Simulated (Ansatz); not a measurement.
G0W0 rungs for PbO (Massicot).

```xyz
8
Lattice="5.8931 0.0000 0.0000 0.0000 5.4904 0.0000 0.0000 0.0000 4.7528" Properties=species:S:1:pos:R:3 pbc="T T T"
Pb    1.3536    5.4267    1.1882
Pb    4.5395    0.0637    3.5646
Pb    1.3536    2.8089    3.5646
Pb    4.5395    2.6815    1.1882
O     5.0993    0.5035    1.1882
O     0.7938    4.9869    3.5646
O     5.0993    2.2417    3.5646
O     0.7938    3.2487    1.1882
```

The cell and positions come from the Crystallography Open Database and are kept as given unless a step says otherwise. Spin-orbit coupling is left out unless a run names it.

Runs so far (Ansatz 0.2.0, start r2SCAN, PAW set soft_1 files, 4×4×4 mesh). Times are wall times on 1 × NVIDIA H100 80GB HBM3 (shared by 6 runs) with 2 threads of AMD EPYC 7R13 (Zen 3), shared host, good to a factor of about two.

```csv
bands summed,cutoff (eV),gap on the mesh (eV),time
202,60,3.078,54 s
499,120,3.178,97 s
```

Q: What should the next rung give, with 1027 bands and screening to 200 eV, and where is the limit?

The error falls about as one over the bands when the cutoff rises with them. A line through the two highest rungs given predicts 3.213 eV; the run gave 3.326 eV, a miss of 0.112 eV, so the law fails here: the steps don't follow it yet. The two highest rungs put the limit near 3.465 eV, the pair below near 3.247 eV; neither can be trusted until a further rung is run.

Gaps are over the mesh's points; an edge off the mesh would be missed. Limits: not at the basis limit; no spin-orbit coupling.

[Paths, hosts, dates, memory and timing lines, banners, echoed tables and standing remarks are left out of the program output.]

[Logs are printed without paths, hosts, clocks, repeated set-up lines and the standing remarks that a program may print on its own settings, such as how far it seeks lower states.]

[Runs of the session that timed out or met a known fault of the program may be left out.]

[Cells called generated may have been cut or substituted from an entry of the Crystallography Open Database or the Materials Project.]

[Hosts, paths, dates, database ids (printed as entryN), source tags and the programs' standing remarks are cut or masked in the printed files.]
